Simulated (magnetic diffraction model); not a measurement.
## Which magnetic order? FeH8S4Cl2

Space group P2_1/c (no. 14), a = 6.7550 Å, b = 7.9980 Å, c = 9.4550 Å, β = 112.23°.

| site | atom | x | y | z |
| --- | --- | --- | --- | --- |
| 2a | Fe | 0 | 1/2 | 1/2 |
| 4e | Cl | 0.3033 | 0.2662 | 0.5714 |
| 4e | S | 0.0211 | 0.4923 | 0.7519 |
| 4e | S | 0.7301 | 0.2083 | 0.4270 |
| 4e | H | 0.3732 | 0.7764 | 0.6964 |
| 4e | H | 0.3674 | 0.7906 | 0.5094 |
| 4e | H | 0.1328 | 0.4222 | 0.8498 |
| 4e | H | 0.9060 | 0.5644 | 0.7919 |

The compound is invented for this exercise: a known structure type with other elements, its cell scaled to their sizes and not relaxed.

Only Fe is taken to order (form factors of Fe2+); orders and moment sizes are assumed, and not adapted to the symmetry. Radiation: neutrons of λ = 4.2 Å, 8° to 75°; isotropic B of 0.59 Å² (Fe), 0.62 Å² (Cl), 0.76 Å² (S) and 1.22 Å² (H). Simulated constant-wavelength pattern: nuclear and magnetic terms add, the magnetic one as |2.695 fm × Σ f S⊥ exp(2πi Q·r) exp(−B s²)|², summed over all Q at one angle with the factor 1/(sin²θ cos θ). For collinear order S is the moment m, which repeats by lattice and centring translations R with the sign exp(−2πi k·R). Free-ion form factors, Sears's scattering lengths of 1992, no absorption; a label names one of the reflections at its angle. The strongest nuclear line in the range is 100, and lines under 0.2 are left out.

Above the ordering temperature:

```tsv
2θ (°)	index	I
39.25	(1 0 0)	9.0
41.67	(0 1 1)	100.0
49.96	(1 1 -1)	39.4
50.47	(1 1 0)	81.6
56.10	(1 0 -2)	60.0
57.35	(0 0 2)	64.0
63.35	(0 2 0)	1.5
65.17	(1 1 -2)	51.3
66.33	(0 1 2)	46.8
66.46	(1 1 1)	14.6
```

Below it (cell unchanged):

```tsv
2θ (°)	I
27.20	3.1
36.32	32.1
39.25	9.0
39.87	7.6
41.67	100.0
49.96	39.4
50.47	81.6
55.93	5.1
56.10	60.0
57.35	64.0
62.15	2.8
63.35	1.5
65.17	51.3
66.33	46.8
66.46	14.6
69.23	8.6
70.25	7.1
74.94	3.4
```

**Question.** Find the propagation vector, then choose among these models:
A. collinear moments along [100], 3.48 μB on Fe; signs + at (0, 1/2, 1/2), + at (0, 0, 0)
B. collinear moments along [001], 3.48 μB on Fe; signs + at (0, 1/2, 1/2), − at (0, 0, 0)
C. collinear moments along [001], 3.48 μB on Fe; signs + at (0, 1/2, 1/2), + at (0, 0, 0)
D. collinear moments along [100], 3.48 μB on Fe; signs + at (0, 1/2, 1/2), − at (0, 0, 0)

The new lines index as (1/2 0 -1) at 27.20°, (1/2 1 0) at 36.32°, (1/2 0 1) at 39.87° and (3/2 0 -1) at 55.93°, that is as H ± k with k = (1/2 0 0). Half indices mean that the moments reverse under translations with k·R a half-integer, and the magnetic cell has twice the primitive volume.

Magnetic intensity, observed (below minus above) and for each model:

| 2θ (°) | index | observed | A | B | C | D |
| --- | --- | --- | --- | --- | --- | --- |
| 19.33 | (1/2 0 0) | <0.2 | 8.3 | <0.2 | 58.0 | <0.2 |
| 27.20 | (1/2 0 -1) | 3.1 | <0.2 | 3.1 | <0.2 | 16.3 |
| 36.32 | (1/2 1 0) | 32.1 | <0.2 | 32.1 | <0.2 | 24.1 |
| 39.87 | (1/2 0 1) | 7.6 | <0.2 | 7.6 | <0.2 | 10.5 |
| 41.27 | (1/2 1 -1) | <0.2 | 19.9 | <0.2 | 14.9 | <0.2 |
| 50.98 | (1/2 1 1) | <0.2 | 13.9 | <0.2 | 11.7 | <0.2 |
| 62.15 | (1/2 1 -2) | 2.8 | <0.2 | 2.8 | <0.2 | 9.7 |
| 66.92 | (1/2 2 0) | <0.2 | 8.4 | <0.2 | 9.2 | <0.2 |

Model B matches.

The absence at (1/2 0 0) is telling: the sublattices cancel there.

The structure used: k = (1/2 0 0), collinear moments along [001], 3.48 μB on Fe; signs + at (0, 1/2, 1/2), − at (0, 0, 0).

[Logs are printed without paths, hosts, clocks, repeated set-up lines and the standing remarks that a program may print on its own settings, such as how far it seeks lower states.]
